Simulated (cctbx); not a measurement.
# Lattice, Laue class and space group of a new crystal

Cell: a = 3.2370 Å, b = 3.2370 Å, c = 3.2370 Å, α = 90.00°, β = 90.00°, γ = 90.00°. Expected content of the cell: V1 Sc1.

Simulated single-crystal data (cctbx): synchrotron X-rays, λ = 0.7749 Å, to d = 0.84 Å, 50 % of the full sphere, strongest reflection 20000 counts, noise from counting, a 1.5 % proportional error and a noise floor of 8 counts (s.d.); no absorption.

Tests on the unmerged data give:

```text
123 reflections to d = 0.865 A
centring   violations  <I/sigma> of those
    A         60 of    60     26.1
    B         57 of    57     24.6
    C         59 of    59     25.3
    I         63 of    63      8.4
    R         79 of    79     25.8
    F         88 of    88     25.4
Laue class    unique    Rint  (classes that these axes allow; Friedel mates merged)
P -1               95   0.013
P 1 2/m 1          68   0.014
P 1 1 2/m          69   0.013
P 2/m 1 1          68   0.015
P m m m            49   0.014
P 4/m              38   0.014
P 4/m m m          30   0.016
R -3 :R            43   0.013
R -3 m :R          30   0.015
P m -3             18   0.016
P m -3 m           14   0.017
space group    extra absences  I>4sigma  <I/sigma>
P 4 3 2                 0          0         -  acentric
P -4 3 m                0          0         -  acentric
P m -3 m                0          0         -  centric
Wilson B = 2.57 A^2   <|E^2-1|> = 0.759 (0.968 centric, 0.736 acentric)   E^2>4: 0.0 %
shell (A)         n   <I/sigma>
 3.24 - 1.23      6     77.3
 1.23 - 0.99      4     70.7
 0.99 - 0.87      4     61.3
```

**Question.** What are the lattice type, the Laue class and the likely space group?

Every centring test has many violations, so the lattice is primitive.

Rint stays low (0.013 to 0.017) up to P m -3 m, the highest class in these axes.

3 settings pass the absence test. No glide or screw absences show, which leaves P 4 3 2, P -4 3 m and P m -3 m.

⟨|E²−1|⟩ = 0.759 leans to a non-centrosymmetric structure. Here that hint misleads: the statistic assumes many like atoms on general positions, and few, heavy or special-position atoms break it. The Wilson B of 2.57 Å² means U ≈ 0.0325 Å².

The true group is Pm-3m (no. 221), Laue class m-3m, centrosymmetric. The tables only narrow the choice to the tied entries; cell content, site symmetry and trial solutions must settle it.

This is a model crystal, built by substitution and not relaxed, with assumed displacement parameters.

[Logs are printed without paths, hosts, clocks, repeated set-up lines and the standing remarks that a program may print on its own settings, such as how far it seeks lower states.]
